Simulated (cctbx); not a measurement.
# Symmetry from intensities

Cell: a = 13.6960 Å, b = 13.6960 Å, c = 7.2360 Å, α = 90.00°, β = 90.00°, γ = 120.00°. Expected content of the cell: I18 Zn6 Ca3.

Simulated single-crystal data (cctbx): Ga Kα, λ = 1.3414 Å, to d = 0.83 Å, 70 % of the full sphere, strongest reflection 5000 counts, noise from counting, a 3 % proportional error and a noise floor of 4 counts (s.d.); no absorption, some extinction.

A first pass over the reflections prints:

```text
6097 reflections to d = 0.831 A
centring   violations  <I/sigma> of those
    A       1941 of  3055      6.4
    B       1969 of  3099      6.4
    C       2014 of  3086      6.5
    I       1967 of  3050      6.5
    R       2600 of  4080      6.5
    F       2962 of  4620      6.4
Laue class    unique    Rint  (classes that these axes allow; Friedel mates merged)
P -1             3963   0.051
P 1 1 2/m        2302   0.144
P -3             1440   0.064
P -3 1 m          783   0.154
P -3 m 1          821   0.068
P 6/m             786   0.154
P 6/m m m         475   0.156
space group    extra absences  I>4sigma  <I/sigma>
P 3 2 1                 0          0         -  acentric
P 3 m 1                 0          0         -  acentric
P -3 m 1                0          0         -  centric
Wilson B = 1.06 A^2   <|E^2-1|> = 0.901 (0.968 centric, 0.736 acentric)   E^2>4: 4.6 %
shell (A)         n   <I/sigma>
11.86 - 1.66    117     16.3
 1.66 - 1.32    105     19.8
 1.32 - 1.15    106     17.4
 1.15 - 1.05     96     15.4
 1.05 - 0.97    102     17.0
 0.97 - 0.91     92     15.2
 0.91 - 0.87    102     14.3
 0.87 - 0.83    101     13.4
```

Q: Read the symmetry from these tables.

Every centring test has many violations, so the lattice is primitive.

Rint stays low (0.051 to 0.068) up to P -3 m 1 and is 0.144 or more in the other classes.

3 settings pass the absence test. No glide or screw absences show, which leaves P 3 2 1, P 3 m 1 and P -3 m 1.

⟨|E²−1|⟩ = 0.901 leans to a centrosymmetric structure. Here that hint misleads: the statistic assumes many like atoms on general positions, and few, heavy or special-position atoms break it. The Wilson B of 1.06 Å² means U ≈ 0.0134 Å².

The true group is P321 (no. 150), Laue class -3m, non-centrosymmetric. The tables only narrow the choice to the tied entries; cell content, site symmetry and trial solutions must settle it.

The crystal is twinned by the law (0 -1 0 -1 0 0 0 0 -1) with a minor fraction of 0.12; Rint in the higher class falls towards the noise as the fraction nears 1/2.

The model was made for the exercise: a known structure type with other elements put in, its volume estimated, not relaxed; displacement parameters are assumed.

[Logs are printed without paths, hosts, clocks, repeated set-up lines and the standing remarks that a program may print on its own settings, such as how far it seeks lower states.]
